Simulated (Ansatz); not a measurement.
# What CaSiS3 in R-3c, a phase reached by a soft mode distorts into

Wanted: the energy along a soft mode of CaSiS3 in R-3c, a phase reached by a soft mode and the structure at the end.

Program: Ansatz 0.2.0. Level of theory: DFT LDA, scalar-relativistic, plane waves, PAW; PAW set soft_1. Results are calculated unless marked as measured.

The structure was built from a prototype and need not be the compound's stable phase.

## (1) The starting structure

It takes space group R-3c (No. 167, trigonal). Conventional cell: a = 6.501 Å, b = 6.501 Å, c = 14.661 Å, α = 90.00°, β = 90.00°, γ = 120.00°. Nearest to Ca lie 9 S at 2.68 to 3.13 Å. Nearest to Si lie 6 S at 2.31 Å. Nearest to S lie 2 Si at 2.31 Å and 3 Ca at 2.68 to 3.13 Å. Farther neighbours and most contacts between anions are not listed.

## (2) Linear response at the zone centre

This phase was reached earlier by freezing in an unstable mode of a structure of higher symmetry and relaxing. Its zone-centre modes can show that it is still unstable.

input.yaml

```yaml
crystal:
  lattice:
    - [3.2503872302, 1.8766119423, 4.8869535632]
    - [-3.2503872302, 1.8766119423, 4.8869535632]
    - [0.0, -3.7532238846, 4.8869535632]
  atoms:
    - { symbol: Ca, position: [0.75, 0.75, 0.75] }
    - { symbol: Ca, position: [0.25, 0.25, 0.25] }
    - { symbol: Si, position: [0.5, 0.5, 0.5] }
    - { symbol: Si, position: [0.0, 0.0, 0.0] }
    - { symbol: S, position: [0.1621770971, 0.75, 0.3378229029] }
    - { symbol: S, position: [0.8378229029, 0.25, 0.6621770971] }
    - { symbol: S, position: [0.3378229029, 0.1621770971, 0.75] }
    - { symbol: S, position: [0.6621770971, 0.8378229029, 0.25] }
    - { symbol: S, position: [0.75, 0.3378229029, 0.1621770971] }
    - { symbol: S, position: [0.25, 0.6621770971, 0.8378229029] }
kpoints:
  mp_grid: { grid: [6, 6, 6] }
hamiltonian:
  xc: lda
  pseudopotentials: { kind: paw, azcp: { folder: soft_1 }, xc_functional: pbe }
scf:
  occupations: { method: fixed }
output:
  eigenvalues: true
phonons:
  method: dfpt
  dielectric: true
  rigid_motions: translations
```

Started as:

```sh
ansatz run input.yaml --threads 4 --pin off --max-ram 16384MiB --backend cpu --events-out ev --progress --plain --runs-dir out
```

Numbers of over 12 decimals in the logs are rounded to 6 here.

The program printed:

```text
Engine: ansatz 0.2.0, aarch64-unknown-linux-gnu
Pseudopotentials: kind: paw
Pseudopotential: Ca, paw, valence charge 10, recommended cutoff 420 eV (normal), soft_1/Ca.paw.azcp
Pseudopotential: Si, paw, valence charge 4, recommended cutoff 420 eV (normal), soft_1/Si.paw.azcp
Pseudopotential: S, paw, valence charge 6, recommended cutoff 420 eV (normal), soft_1/S.paw.azcp
Functional definition: SPW92
  exchange = slater_x
  correlation = pw_c
Crystal: 10 atoms, lattice volume = 178.854 Å³
Basis set: ecut = 420 eV, 3497 PW (Γ), exchange–correlation on 96×96×96 points (8 copies of the dense FFT grid, shifted against one another)
Bands: 42, of which v1, the nominal top of the filled ones, is band 32 counted from 1 (31 counted from 0)
Symmetry: 12 space group operations
k-points: 112 of 216 (irreducible under 1 space group operation, time reversal used)
Non-local potential: Ca, projectors of the file, l = 0: 3, l = 1: 2, l = 2: 2
Non-local potential: Si, projectors of the file, l = 0: 2, l = 1: 2, l = 2: 1
Non-local potential: S, projectors of the file, l = 0: 2, l = 1: 2, l = 2: 1
PAW form: soft (Blöchl's): semilocal exchange-correlation on the pseudo side does not see the compensation charge
PAW frozen core: Ca, regenerated for the run's functional, and the local potential with it (the file was generated under x = pbe(κ = 0.804, μ = 0.219515), c = pbe(β = 0.066725))
PAW frozen core: Si, regenerated for the run's functional, and the local potential with it (the file was generated under x = pbe(κ = 0.804, μ = 0.219515), c = pbe(β = 0.066725))
PAW frozen core: S, regenerated for the run's functional, and the local potential with it (the file was generated under x = pbe(κ = 0.804, μ = 0.219515), c = pbe(β = 0.066725))
PAW one-centre angular grid: Ca, 110 points (default); XC on 64 Gauss nodes
PAW one-centre angular grid: Si, 110 points (default); XC on 64 Gauss nodes
PAW one-centre angular grid: S, 110 points (default); XC on 64 Gauss nodes
Initial density: superposition of atomic densities (chi_scale 0.1, normalization cell, long waves kept (reshape's long-wave potential 0.00 eV rms))
Initial wavefunctions: pseudopotential atomic-orbital guess
Functional: x = slater, c = lda
SCF iter   1: F=—  HF=-9994.174060 eV  |F-HF|=—  |Δ(HF+E_count)|=         —  Δρ=5.48e-2  dr2=1.25e1  ethr=3.10e-3  ⟨swp⟩=7.7  Hψ=23014  notcnv=0  defer=779
preconditioner: auto → Resta (q_TF=auto, 2.299 Å⁻¹)  ε∞=6.4  [insulator: Δε(μ)=0.396 eV  Ē_g=8.246 eV  n_scr=32 (ndim 8)  ℏωp=19.2 eV  f_vac=0.000  ε∞_Penn≈6.4]
SCF iter   2: F=—  HF=-9990.882593 eV  |F-HF|=—  |Δ(HF+E_count)|=    3.29e0  Δρ=2.25e-2  dr2=1.85e0  ethr=3.10e-3  ⟨swp⟩=4.9  Hψ=11857  notcnv=0  defer=848
SCF iter   3: F=—  HF=-9990.320119 eV  |F-HF|=—  |Δ(HF+E_count)|=   5.62e-1  Δρ=6.75e-3  dr2=1.18e-1  ethr=2.89e-3  ⟨swp⟩=3.1  Hψ=8459  notcnv=0  defer=886
SCF iter   4: F=—  HF=-9990.282183 eV  |F-HF|=—  |Δ(HF+E_count)|=   3.79e-2  Δρ=1.93e-3  dr2=8.61e-3  ethr=1.84e-4  ⟨swp⟩=3.3  Hψ=7567  notcnv=0  defer=896
SCF iter   5: F=—  HF=-9990.280450 eV  |F-HF|=—  |Δ(HF+E_count)|=   1.73e-3  Δρ=4.78e-4  dr2=4.13e-4  ethr=1.34e-5  ⟨swp⟩=3.3  Hψ=8495  notcnv=0  defer=896
SCF iter   6: F=—  HF=-9990.280425 eV  |F-HF|=—  |Δ(HF+E_count)|=   2.54e-5  Δρ=7.99e-5  dr2=1.15e-5  ethr=6.45e-7  ⟨swp⟩=2.3  Hψ=7449  notcnv=0  defer=896
SCF iter   7: F=—  HF=-9990.280425 eV  |F-HF|=—  |Δ(HF+E_count)|=   2.78e-9  Δρ=1.83e-5  dr2=5.94e-7  ethr=1.80e-8  ⟨swp⟩=2.2  Hψ=7380  notcnv=0  defer=893
SCF iter   8: F=—  HF=-9990.280514 eV  |F-HF|=—  |Δ(HF+E_count)|=   8.91e-5  Δρ=3.84e-6  dr2=1.84e-8  ethr=9.27e-10  ⟨swp⟩=2.3  Hψ=7985  notcnv=0  defer=889
SCF iter   9: F=—  HF=-9990.280514 eV  |F-HF|=—  |Δ(HF+E_count)|=   3.09e-9  Δρ=6.24e-7  dr2=7.68e-10  ethr=2.87e-11  ⟨swp⟩=2.1  Hψ=7741  notcnv=0  defer=888
SCF iter  10: F=-9990.280514 eV  HF=-9990.280514 eV  |F-HF|=7.28e-12  |Δ(HF+E_count)|=  5.82e-11  Δρ=9.98e-8  dr2=1.91e-11  ethr=1.00e-12  ⟨swp⟩=22.4  Hψ=44626  notcnv=0
SCF 1 converged in 10 iterations: F = -9990.280514 eV  dr2 = 1.91e-11
  greatest PAW one-centre occupation: 0.996 electrons in one spin orbital (limit 2), on the Ca atom at site 1 (counted from 0), in its partial waves of l = 0
NSCF: frozen V_eff on 6 k-points
DFPT response loops at Γ: preconditioner auto → Resta (q_TF=auto, 2.299 Å⁻¹)  ε∞=10.6 (no band partly filled); β = 1.00, the filter's whole step (`scf.mixing.beta` (0.50) is not read by the response loops at its default; to damp them type it under 1.00, their step now; it binds the ground state too); Broyden in place of MSR1
── the response to a field inside a basis, on 8×8×8 k-points: an SCF that follows is theirs, and a resumed run solves both again ──
Bands: 33, of which v1, the nominal top of the filled ones, is band 32 counted from 1 (31 counted from 0)
k-points: 60 of 512
Initial density: handed on by an earlier stage of this run
Initial wavefunctions: pseudopotential atomic-orbital guess (no wavefunctions were taken with the density)
Eigensolver: Dense (60 Hₖ)
SCF iter   1: F=—  HF=-9990.215331 eV  |F-HF|=—  |Δ(HF+E_count)|=         —  Δρ=1.56e-4  dr2=1.66e-5  ethr=1.00e-1
preconditioner: auto → Resta (q_TF=auto, 2.299 Å⁻¹)  ε∞=5.9  [insulator: Δε(μ)=0.588 eV  Ē_g=9.741 eV  n_scr=32 (ndim 8)  ℏωp=21.5 eV  f_vac=0.000  ε∞_Penn≈5.9]
SCF iter   2: F=—  HF=-9990.215332 eV  |F-HF|=—  |Δ(HF+E_count)|=   1.62e-6  Δρ=8.72e-5  dr2=5.76e-6  ethr=2.59e-8
SCF iter   3: F=-9990.215333 eV  HF=-9990.215333 eV  |F-HF|=5.85e-9  |Δ(HF+E_count)|=   9.04e-7  Δρ=5.72e-6  dr2=6.33e-8  ethr=9.00e-9
SCF 1 converged in 3 iterations: F = -9990.215333 eV  dr2 = 6.33e-8
  greatest PAW one-centre occupation: 0.995 electrons in one spin orbital (limit 2), on the Ca atom at site 0 (counted from 0), in its partial waves of l = 0
DFPT response loops at Γ: preconditioner auto → Resta (q_TF=auto, 2.299 Å⁻¹)  ε∞=10.1 (no band partly filled); β = 1.00, the filter's whole step (`scf.mixing.beta` (0.50) is not read by the response loops at its default; to damp them type it under 1.00, their step now; it binds the ground state too); Broyden in place of MSR1
WARN: field response: ε∞ stands inside a basis, on 8×8×8 points; the force constants stand on the 6×6×6 k-mesh, whose period is 13.03 times the interband length at k = (0.0000, 0.0000, 0.0000), direct gap 0.647 eV, under 14: take them and everything formed from them as unconverged, and compare with a denser kpoints.mp_grid
SCF converged after 10 iterations
Free energy (F): -9990.280514 eV
Harris-Foulkes:  -9990.280514 eV  (|F-HF|=7.28e-12)
Internal energy: -9990.280514 eV  (E = F + TS)
E sigma→0 (E₀):  -9990.280514 eV
Fermi energy:    8.185440 eV
--- Per-component energies (eV) ---
  E_band       = -166.155374
  E_kinetic    = 1244.129330
  E_local      = -1943.525684  (includes V_loc(G=0)·N_el)
  E_nonlocal   = 443.244004
  E_hartree    = 611.805183
  E_xc         = -902.399367
  E_vxc        = -921.276471  (∫ρ·V_xc dr)
  E_paw        = -6076.725019  (= ΣΔE_a)
  E_vpaw       = -212.336987  (= ΣTr[D̂ρ^β])
  E_aug_tail   = 0.000060  (compensation charges beyond the density's cutoff)
  E_ewald      = -3368.463200
  E_core_change = 1.654180  (= ΣΔE_core)
  E_smearing   = -0.000000  (= −TS)
  E_closure    = 0.000000  (closes the sum)
  Σ components = -9990.280514   (vs F -9990.280514, Δ=0.00e0)
--- Band table (eV; the first three rows and the last of 112) ---
  k-point 0: bands = [... 28 lower, 7.2085, 7.5983, 7.5983, 8.1854, 8.8329, 10.4992, 11.1724, 11.1724, ... 6 higher]
  k-point 1: bands = [... 28 lower, 7.1528, 7.6809, 7.7012, 8.0297, 8.8160, 10.5851, 10.9316, 11.1491, ... 6 higher]
  k-point 2: bands = [... 28 lower, 7.0170, 7.4179, 7.7864, 7.9067, 8.8042, 9.7999, 11.4019, 11.5681, ... 6 higher]
  k-point 111: bands = [... 28 lower, 6.8252, 6.8252, 6.8252, 6.8252, 9.2208, 9.2208, 12.0205, 12.0205, ... 6 higher]
--- Phonons (Γ-DFPT): 6 representative perturbations + reference, on 112 of 216 k-points (Σ response iterations 18) ---
  k mesh reduced under 1 symmetry operation, with k and −k counted as one. Each operation leaves every solved perturbation unchanged. A smaller set is not considered because the run solves the response to a homogeneous field
  ASR residual: 9.868e-5 → 0.000e0 eV/Å²; symmetrization residual: 5.836e-6 eV/Å²
  ASR residual per site (eV/Å²): 9.87e-5 9.87e-5 1.47e-5 1.47e-5 5.64e-5 5.64e-5 6.04e-5 6.04e-5 5.64e-5 5.64e-5
  Γ frequencies (cm⁻¹): -76.91 -76.91 -70.23 0.00 0.00 0.00 37.74 82.67 82.67 126.22 131.22 131.22 132.08 169.40 169.40 241.22 252.37 252.37 265.69 265.69 277.31 291.74 328.65 328.65 363.79 367.30 367.43 367.43 385.22 385.22
  ε∞ (high-frequency dielectric tensor):
       11.131594     0.000000     0.000000
       -0.000000    11.131594    -0.000000
        0.000000    -0.000000    15.671159
  softest optical mode at Γ: -76.91 cm⁻¹; the repairs (sum rule, projections) moved no ω² at Γ by more than (1.55 cm⁻¹)²
  Born effective charges Z* (e; rows j = field, columns β = displacement):
    site 0:
         2.62356   -0.00000   -0.00000
        -0.00000    2.62356   -0.00000
        -0.00000   -0.00000    2.46547
    site 1:
         2.62356   -0.00000   -0.00000
        -0.00000    2.62356   -0.00000
         0.00000   -0.00000    2.46547
    site 2:
         4.84037    1.29435    0.00000
        -1.29435    4.84037    0.00000
         0.00000    0.00000    4.22269
    site 3:
         4.84037   -1.29435   -0.00000
         1.29435    4.84037   -0.00000
        -0.00000    0.00000    4.22269
    site 4:
        -2.52326    0.06112   -0.39861
         0.06112   -2.45269    0.23014
        -0.82282    0.47505   -2.22939
    site 5:
        -2.52326    0.06112   -0.39861
         0.06112   -2.45269    0.23014
        -0.82282    0.47505   -2.22939
    site 6:
        -2.41740   -0.00000    0.00000
         0.00000   -2.55855   -0.46027
        -0.00000   -0.95011   -2.22939
    site 7:
        -2.41740   -0.00000   -0.00000
         0.00000   -2.55855   -0.46027
         0.00000   -0.95011   -2.22939
    site 8:
        -2.52326   -0.06112    0.39861
        -0.06112   -2.45269    0.23014
         0.82282    0.47505   -2.22939
    site 9:
        -2.52326   -0.06112    0.39861
        -0.06112   -2.45269    0.23014
         0.82282    0.47505   -2.22939
  Z* charge neutrality: 9.006e-3 e pre-enforcement
  solved inside a basis spanned on kpoints, on 8×8×8 k-points, its susceptibility summed on 10×10×10: ε∞ is read to err by 7.7e-2, Z* by 4.1e-2 e (field_mesh: kpoints solves on kpoints); Z* is corrected for what the basis lacks
  optical modes at Γ without the LO–TO term, one row a degenerate level:
      ω (cm⁻¹)  modes    IR ((D/Å)²/amu)
        -76.91      2            28.4178
        -70.23      1            26.6973
         37.74      1             0.0000
         82.67      2             0.0000
        126.22      1             6.6784
        131.22      2            24.9523
        132.08      1             0.0000
[...]
optical modes at Γ + LO–TO along q̂ = [1.0000, 0.0000, 0.0000]:
      ω (cm⁻¹)  modes    IR ((D/Å)²/amu)
[...]
optical modes at Γ + LO–TO along q̂ = [0.0000, 1.0000, 0.0000]:
      ω (cm⁻¹)  modes    IR ((D/Å)²/amu)
[...]
optical modes at Γ + LO–TO along q̂ = [0.0000, 0.0000, 1.0000]:
      ω (cm⁻¹)  modes    IR ((D/Å)²/amu)
[...]
152.85      1            10.5214
        169.40      2             0.0000
        241.22      1             0.0000
        252.37      2             0.0000
        265.69      2            72.4292
        291.74      1             0.0000
        324.44      1            45.2109
        328.65      2             0.0000
        363.79      1             0.0000
        367.30      1             0.0000
        367.43      2            20.1652
        385.22      2             6.7845
```

Run time: 4.8 min. Hardware: 4 threads of Arm Neoverse V1, shared host; peak memory 3.2 GiB.

This step gave:

- gap on the k-mesh: 0.5368 eV
- volume per atom: 17.89 Å³
- sum-rule residual before enforcement: 9.87e-5 eV/Å²
- miss of the charge sum rule: 0.009006 e
- estimated error of the dielectric tensor: 0.07654
- estimated error of the Born charges: 0.04126 e
- point group: -3m
- highest optical mode at the zone centre (no LO-TO term): 385.2 cm⁻¹
- lowest optical zone-centre mode: -76.91 cm⁻¹
- mean high-frequency dielectric constant: 12.64
- largest Born charge (third of the trace): 4.635 e
- top of the zone-centre spectrum with the field: 414.8 cm⁻¹

Patterns of degenerate modes are one choice out of their space. The modes at Γ (shares of kinetic energy by element, %) (negative means imaginary):

```csv
mode,frequency (cm⁻¹),symmetry,Ca %,Si %,S %
1,-76.9,Eu,4,11,85
2,-76.9,Eu,4,11,85
3,-70.2,A2u,53,4,42
4,0.0,acoustic,24,17,59
5,0.0,acoustic,24,17,59
6,0.0,acoustic,24,17,59
7,37.7,A2g,100,0,0
8,82.7,Eg,11,0,89
9,82.7,Eg,11,0,89
10,126.2,A2u,22,59,19
11,131.2,Eu,25,59,17
12,131.2,Eu,25,59,17
13,132.1,A2g,0,0,100
14,169.4,Eg,67,0,33
15,169.4,Eg,67,0,33
16,241.2,A1g,0,0,100
17,252.4,Eg,4,0,96
18,252.4,Eg,4,0,96
19,265.7,Eu,42,17,41
20,265.7,Eu,42,17,41
21,277.3,A2u,0,20,80
22,291.7,A1u,0,9,91
23,328.6,Eg,18,0,82
24,328.6,Eg,18,0,82
25,363.8,A1u,0,91,9
26,367.3,A2g,0,0,100
27,367.4,Eu,2,30,69
28,367.4,Eu,2,30,69
29,385.2,Eu,3,67,30
30,385.2,Eu,3,67,30
```

Displacements in mode 1 (-76.9 cm⁻¹), the largest set to 1:
```
Ca1 -0.04  0.30  0.00
Ca2 -0.04  0.30  0.00
Si3 -0.26  0.52  0.00
Si4  0.12  0.57  0.00
S5   0.43 -0.12 -0.62
S6   0.43 -0.12 -0.62
S7  -0.02 -0.71  1.00
S8  -0.02 -0.71  1.00
S9  -0.30 -0.02 -0.38
S10 -0.30 -0.02 -0.38
```

Displacements in mode 3 (-70.2 cm⁻¹), the largest set to 1:
```
Ca1  0.00  0.00  1.00
Ca2  0.00  0.00  1.00
Si3  0.00  0.00  0.34
Si4  0.00  0.00  0.34
S5   0.22 -0.13 -0.51
S6   0.22 -0.13 -0.51
S7   0.00  0.26 -0.51
S8   0.00  0.26 -0.51
S9  -0.22 -0.13 -0.51
S10 -0.22 -0.13 -0.51
```

Before it was imposed, the acoustic sum rule was missed by 9.9e-5 eV/Å² and the charge sum rule by 0.0090 e. Small misses are needed for a sound result but don't prove that mesh and cutoff are converged. The lowest optical mode is imaginary, 76.9i cm⁻¹, so the energy falls along it.

The log warns of the k mesh: “the force constants stand on the 6×6×6 k-mesh, whose period is 13.03 times the interband length at k = (0.0000, 0.0000, 0.0000), direct gap 0.647 eV, under 14: take them and everything formed from them as unconverged”.

## (3) The mode frozen in, largest atomic shift 0 Å

The mode followed lies at Γ with frequency 76.9i cm⁻¹ and is 2-fold degenerate, the softest among the wavevectors solved. At small amplitude the distorted cell has space group no. 5 by a symmetry search on the positions. The undistorted cell that holds it gives the zero of energy on the same k mesh.

input.yaml: that of step 2 with these lines changed.

```diff
@@ -22,8 +22,6 @@
 scf:
-  occupations: { method: fixed }
+  occupations: { method: gaussian, width: 0.02 }
 output:
+  forces: true
+  stress: true
   eigenvalues: true
-phonons:
-  method: dfpt
-  dielectric: true
-  rigid_motions: translations
```

The program printed:

```text
[...]
Crystal: 10 atoms, lattice volume = 178.854 Å³
Basis set: ecut = 420 eV, 3497 PW (Γ)
Bands: 42, of which v1, the nominal top of the filled ones, is band 32 counted from 1 (31 counted from 0)
Symmetry: 12 space group operations
[...]
k-points: 32 of 216
[...]
k-point 0: bands = [... 28 lower, 7.2085, 7.5983, 7.5983, 8.1854, 8.8329, 10.4992, 11.1725, 11.1725, ... 5 higher]
  k-point 1: bands = [... 28 lower, 7.1528, 7.6809, 7.7012, 8.0297, 8.8160, 10.5851, 10.9316, 11.1491, ... 5 higher]
  k-point 2: bands = [... 28 lower, 7.0170, 7.4179, 7.7864, 7.9067, 8.8042, 9.7999, 11.4019, 11.5681, ... 5 higher]
  k-point 31: bands = [... 28 lower, 6.8252, 6.8252, 6.8252, 6.8252, 9.2208, 9.2208, 12.0205, 12.0205, ... 5 higher]
[key lines of the parts left out:]
SCF converged after 8 iterations
Free energy (F): -9990.280513 eV
Fermi energy:    8.453192 eV
P = ⅓ Tr σ = 0.0035 GPa (0.035 kbar)
```

Run time: 4.5 s. Hardware: 4 threads; peak memory 0.56 GiB; 17 s of CPU time.

This step gave:

| Property | Result |
| --- | --- |
| pressure | 0.003502 GPa |
| gap on the k-mesh | 0.5369 eV |
| energy from the undistorted cell | 0 meV/atom |

At this level the gap is 0.54 eV on the k-mesh of the self-consistent run, which can miss the band edges.

## (4) The mode frozen in, largest atomic shift 0.22 Å

The atoms are moved along the unstable eigenvector, the largest shift by 0.22 Å, with the cell fixed.

input.yaml, the sections that differ from step 3:

```yaml
crystal:
  lattice:
    - [3.2503872302, 1.8766119423, 4.8869535632]
    - [-3.2503872302, 1.8766119423, 4.8869535632]
    - [0.0, -3.7532238846, 4.8869535632]
  atoms:
    - { symbol: Ca, position: [0.7405754334, 0.75, 0.7594245666] }
    - { symbol: Ca, position: [0.2405754334, 0.25, 0.2594245666] }
    - { symbol: Si, position: [0.4863133469, 0.4929302418, 0.5207564113] }
    - { symbol: Si, position: [-0.0207564113, 0.0070697582, 0.0136866531] }
    - { symbol: S, position: [0.1576144878, 0.75, 0.3423855122] }
    - { symbol: S, position: [0.8332602937, 0.25, 0.6667397063] }
    - { symbol: S, position: [0.3345447924, 0.1634615958, 0.7152913915] }
    - { symbol: S, position: [0.6588989866, 0.8391074017, 0.2152913915] }
    - { symbol: S, position: [0.7847086085, 0.3365384042, 0.1654552076] }
    - { symbol: S, position: [0.2847086085, 0.6608925983, 0.8411010134] }
# kpoints, hamiltonian, scf, output: as in step 3
```

The program printed:

```text
[...]
Crystal: 10 atoms, lattice volume = 178.854 Å³
Basis set: ecut = 420 eV, 3497 PW (Γ)
Bands: 42, of which v1, the nominal top of the filled ones, is band 32 counted from 1 (31 counted from 0)
Symmetry: 2 space group operations
[...]
k-points: 68 of 216 (time reversal used)
[...]
k-point 0: bands = [... 28 lower, 7.2180, 7.4189, 7.5895, 7.9846, 8.9737, 10.6990, 11.1726, 11.2326, ... 5 higher]
  k-point 1: bands = [... 28 lower, 7.1993, 7.4103, 7.6451, 7.8527, 8.9422, 10.6214, 11.0557, 11.2760, ... 5 higher]
  k-point 2: bands = [... 28 lower, 7.0493, 7.3170, 7.5902, 7.7675, 8.8836, 9.8227, 11.4146, 11.6358, ... 5 higher]
  k-point 67: bands = [... 28 lower, 6.8188, 6.8310, 6.8734, 6.8842, 9.1352, 9.1958, 11.8551, 11.9575, ... 5 higher]
[key lines of the parts left out:]
SCF converged after 9 iterations
Free energy (F): -9990.309148 eV
Fermi energy:    8.383258 eV
P = ⅓ Tr σ = 0.7225 GPa (7.225 kbar)
```

Elapsed: 15 s, on 4 threads; peak memory 0.67 GiB; 60 s of CPU time.

Numbers from this step:

```
pressure                         : 0.7225 GPa
gap on the k-mesh                : 0.7980 eV
energy from the undistorted cell : -2.864 meV/atom
```

The energy, extrapolated to zero smearing, is -2.86 meV/atom against the undistorted cell.

The run ends at a pressure of 0.72 GPa, with forces up to 0.096 eV/Å.

## (5) Energy along the mode, all amplitudes (two of the runs are shown above)

An imaginary frequency means negative curvature, so the energy should fall and then rise again as anharmonic terms take over.

This step gave:

| Property | Result |
| --- | --- |
| depth at the lowest point sampled | 2.864 meV/atom |
| largest atomic shift at that point | 0.22 Å |

The energy from the parent by largest atomic shift:

```csv
largest atomic shift (Å),energy from the parent (meV/atom)
0.000,0
0.040,-0.259
0.080,-0.966
0.140,-2.38
0.220,-2.86
0.320,5.38
```

Displacement at unit largest shift by atom:

```csv
atom,x (Å),y (Å),z (Å),size
Ca1,-0.139,-0.241,0.000,0.278
Ca2,-0.139,-0.241,0.000,0.278
Si3,-0.098,-0.531,0.000,0.540
Si4,-0.411,-0.350,0.000,0.540
S5,-0.067,-0.117,0.000,0.135
S6,-0.067,-0.117,0.000,0.135
S7,-0.067,0.575,-0.815,1.000
S8,-0.067,0.575,-0.815,1.000
S9,0.532,0.229,0.815,1.000
S10,0.532,0.229,0.815,1.000
```

The lowest of the steps tried is at 0.22 Å, 2.86 meV/atom below the parent; the bottom of the well need not coincide with a step.

[end of part 1 of 3]

[Logs are printed without paths, hosts, clocks, repeated set-up lines and the standing remarks that a program may print on its own settings, such as how far it seeks lower states.]

[Hosts, paths, dates, database ids (printed as entryN), source tags and the programs' standing remarks are cut or masked in the printed files.]
